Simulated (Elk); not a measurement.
# Fe3Ge: magneto-optical Kerr spectrum, part 2 of 2

Aim: the polar Kerr rotation of Fe3Ge from the optical conductivity tensor.

Elk 11.2.3 (patched build); LDA (Perdew-Wang); all-electron APW+lo, Dirac cores, scalar-relativistic bands with second-variational spin-orbit coupling.

So far. Step 2 (Ground state with spin–orbit coupling): After 23 cycles the largest moment stands at 2.57 μB.

## (4) Optics with a broadening of 0.49 eV

The broadening stands for the lifetime of the excited states; it lowers and widens the peaks.

elk.in

```
tasks
  121
  122

xctype
  3

rgkmax
  7.0

nempty
  14

swidth
  0.018

reducebf
  0.5

epsengy
  1e-05

maxscl
  100

lmaxi
  3

spinpol
  .true.

spinorb
  .true.

cmagz
  .true.

intraband
  .true.

sppath
  './'

avec
  -4.28571502938 1.14835388110 6.27472229651
  1.14835388110 -4.28571502938 6.27472229651
  3.13736114826 3.13736114826 6.27472229651

atoms
  2
  'Fe.in'
  3
  0.5000000000 0.5000000000 0.5000000000   0.000000 0.000000 -0.000140
  0.2500000000 0.2500000000 0.2500000000   0.000000 0.000000 -0.000140
  0.7500000000 0.7500000000 0.7500000000   0.000000 0.000000 -0.000140
  'Ge.in'
  1
  0.0000000000 0.0000000000 0.0000000000   0.000000 0.000000 0.000000

ngridk
  12 12 12

wplot
  240 100 0
  0.00000 0.30000

optcomp
  1 1
  1 2
  3 3
```

On the command line:

```sh
> OMP_NUM_THREADS=4 elk
```

The program printed:

```text
┌─────────────────────────────────┐
│ Elk code version 11.2.3 started │
└─────────────────────────────────┘

┌────────────────────┐
│ Current task : 121 │
└────────────────────┘

Info(checkmt): changed muffin-tin radius of species 1 (Fe) from   2.4000 to   2.3280
Info(checkmt): changed muffin-tin radius of species 2 (Ge) from   2.4000 to   2.3280

Info(dielectric):
 dielectric tensor written to EPSILON_ij.OUT
 optical conductivity written to SIGMA_ij.OUT
 plasma frequency written to PLASMA_ij.OUT
 for components
  i = 1, j = 1
  i = 1, j = 2
  i = 3, j = 3

┌────────────────────┐
│ Current task : 122 │
└────────────────────┘

Warning(chksvso): spin-orbit splittings by the second variation are low [figures from our tests cut]: local-orbitals by j (lorbdm 7 and 8, zora) mend levels alone

Info(dielectric):
 dielectric tensor written to EPSILON_ij.OUT
 optical conductivity written to SIGMA_ij.OUT
 plasma frequency written to PLASMA_ij.OUT
 for components
  i = 1, j = 1
  i = 1, j = 2

Info(moke):
 complex Kerr angle in degrees written to KERR.OUT

┌──────────────────┐
│ Elk code stopped │
└──────────────────┘
```

Wall time 2.2 min (4 threads of Arm Neoverse V1, shared host); peak memory 0.05 GiB.

Intraband term included. The polar Kerr angle by photon energy; values in degrees:

```csv
photon energy (eV),rotation,ellipticity
0.00,0,0
0.25,0.0478,-0.0690
0.50,0.0968,-0.120
0.75,0.171,-0.131
1.00,0.225,-0.104
1.25,0.257,-0.0713
1.50,0.278,-0.0338
1.75,0.285,0.00448
2.00,0.282,0.0387
2.25,0.271,0.0662
2.50,0.259,0.0843
2.75,0.251,0.100
3.00,0.242,0.114
3.25,0.238,0.127
3.50,0.235,0.147
3.75,0.225,0.172
4.00,0.211,0.197
4.25,0.188,0.227
4.50,0.148,0.252
4.75,0.0966,0.260
5.00,0.0473,0.246
5.25,0.0115,0.217
5.50,-0.00655,0.184
5.75,-0.0140,0.160
6.00,-0.0219,0.137
6.25,-0.0198,0.111
6.50,-0.00959,0.100
6.75,-0.00923,0.0996
7.00,-0.0222,0.0936
7.25,-0.0316,0.0693
7.50,-0.0178,0.0472
7.75,-0.00552,0.0502
8.00,-0.0164,0.0524
```

Intraband term included. The optical conductivity by photon energy:

```csv
photon energy (eV),Re sigma xx = Re sigma zz (S/cm),Im sigma xx (S/cm),Re sigma xy (S/cm),Im sigma xy (S/cm),Im sigma zz (S/cm)
0.0,7728,0,-147,0,0
0.5,5937,1070,-152,-23.7,1071
1.0,5825,175,-153,-62.4,172
1.5,6545,380,-135,-123,374
2.0,6474,1133,-64.2,-148,1135
2.5,6046,1588,-14.3,-127,1586
3.0,5431,1611,5.09,-97.9,1609
3.5,5120,1256,7.68,-84.4,1255
4.0,5260,841,12.9,-82.9,840
4.5,5705,855,37.4,-82.3,854
5.0,5810,1097,55.5,-52.0,1096
5.5,6035,1175,49.1,-28.2,1174
6.0,6227,1503,40.9,-14.2,1502
6.5,6399,1852,30.1,-10.4,1851
7.0,6353,2382,29.9,-2.45,2381
7.5,6289,2561,15.1,1.26,2560
8.0,6566,3143,17.5,2.07,3142
```

## (5) Optics with a broadening of 0.30 eV

The broadening stands for the lifetime of the excited states; it lowers and widens the peaks.

Changes to elk.in since step 4:

```diff
@@ -14,3 +14,3 @@
 swidth
-  0.018
+  0.011
```

On the command line:

```sh
> OMP_NUM_THREADS=4 elk
```

The program printed:

```text
┌─────────────────────────────────┐
│ Elk code version 11.2.3 started │
└─────────────────────────────────┘

┌────────────────────┐
│ Current task : 121 │
└────────────────────┘

Info(checkmt): changed muffin-tin radius of species 1 (Fe) from   2.4000 to   2.3280
Info(checkmt): changed muffin-tin radius of species 2 (Ge) from   2.4000 to   2.3280

Info(dielectric):
 dielectric tensor written to EPSILON_ij.OUT
 optical conductivity written to SIGMA_ij.OUT
 plasma frequency written to PLASMA_ij.OUT
 for components
  i = 1, j = 1
  i = 1, j = 2
  i = 3, j = 3

┌────────────────────┐
│ Current task : 122 │
└────────────────────┘

Warning(chksvso): spin-orbit splittings by the second variation are low [figures from our tests cut]: local-orbitals by j (lorbdm 7 and 8, zora) mend levels alone

Info(dielectric):
 dielectric tensor written to EPSILON_ij.OUT
 optical conductivity written to SIGMA_ij.OUT
 plasma frequency written to PLASMA_ij.OUT
 for components
  i = 1, j = 1
  i = 1, j = 2

Info(moke):
 complex Kerr angle in degrees written to KERR.OUT

┌──────────────────┐
│ Elk code stopped │
└──────────────────┘
```

Run time: 2.2 min. Hardware: 4 threads; peak memory 0.05 GiB.

Intraband term included. Table of polar Kerr angle by photon energy; values in degrees:

```csv
photon energy (eV),rotation,ellipticity
0.0,0,0
0.2,0.0221,-0.0612
0.4,0.0527,-0.139
0.6,0.149,-0.189
0.8,0.245,-0.151
1.0,0.269,-0.0955
1.2,0.284,-0.0734
1.4,0.310,-0.0406
1.6,0.316,0.00206
1.8,0.313,0.0340
2.0,0.307,0.0644
2.2,0.289,0.0926
2.4,0.269,0.102
2.6,0.264,0.109
2.8,0.256,0.125
3.0,0.241,0.130
3.2,0.244,0.132
3.4,0.251,0.147
3.6,0.247,0.174
3.8,0.237,0.196
4.0,0.223,0.215
4.2,0.219,0.245
4.4,0.180,0.289
4.6,0.129,0.305
4.8,0.0698,0.308
5.0,0.0179,0.284
5.2,-0.0191,0.249
5.4,-0.0382,0.205
5.6,-0.0335,0.174
5.8,-0.0320,0.160
6.0,-0.0487,0.147
6.2,-0.0499,0.101
6.4,-0.0170,0.0885
6.6,-0.00590,0.0956
6.8,-0.00743,0.110
7.0,-0.0360,0.115
7.2,-0.0656,0.0803
7.4,-0.0516,0.0282
7.6,0.00225,0.0230
7.8,0.00767,0.0624
8.0,-0.0210,0.0730
```

## (6) The strongest peak

The largest local extreme of the rotation above 0.5 eV, for majority spin along +z:

```csv
broadening (eV),energy (eV),rotation (°),ellipticity (°),rotation at 1.96 eV (°)
0.49,1.80,0.285,0.012,0.283
0.30,1.53,0.317,-0.012,0.308
```

## (7) Outcome

```
net spin moment             : 5.17 μB a cell
strongest peak above 0.5 eV : 0.29° at 1.8 eV
rotation at 1.96 eV         : 0.28°
```

Above 0.5 eV the rotation peaks at 1.80 eV, with 0.29° for majority spin along +z at a broadening of 0.49 eV. The run's majority spin points along +z; the magnetisation points the other way, and the angle changes sign with it. The intraband term is included. These are independent-particle spectra on a 12×12×12 mesh, not shown converged.

[Logs and program files are shortened in this print: banners, set-up blocks, solver, clock and traceback lines can be left out without a mark of their own.]

[Logs are printed without paths, hosts, clocks, repeated set-up lines and the standing remarks that a program may print on its own settings, such as how far it seeks lower states.]

[Hosts, paths, dates, database ids (printed as entryN), source tags and the programs' standing remarks are cut or masked in the printed files.]

[Where a cell is said to come from a database of computed structures, the database is the Materials Project.]
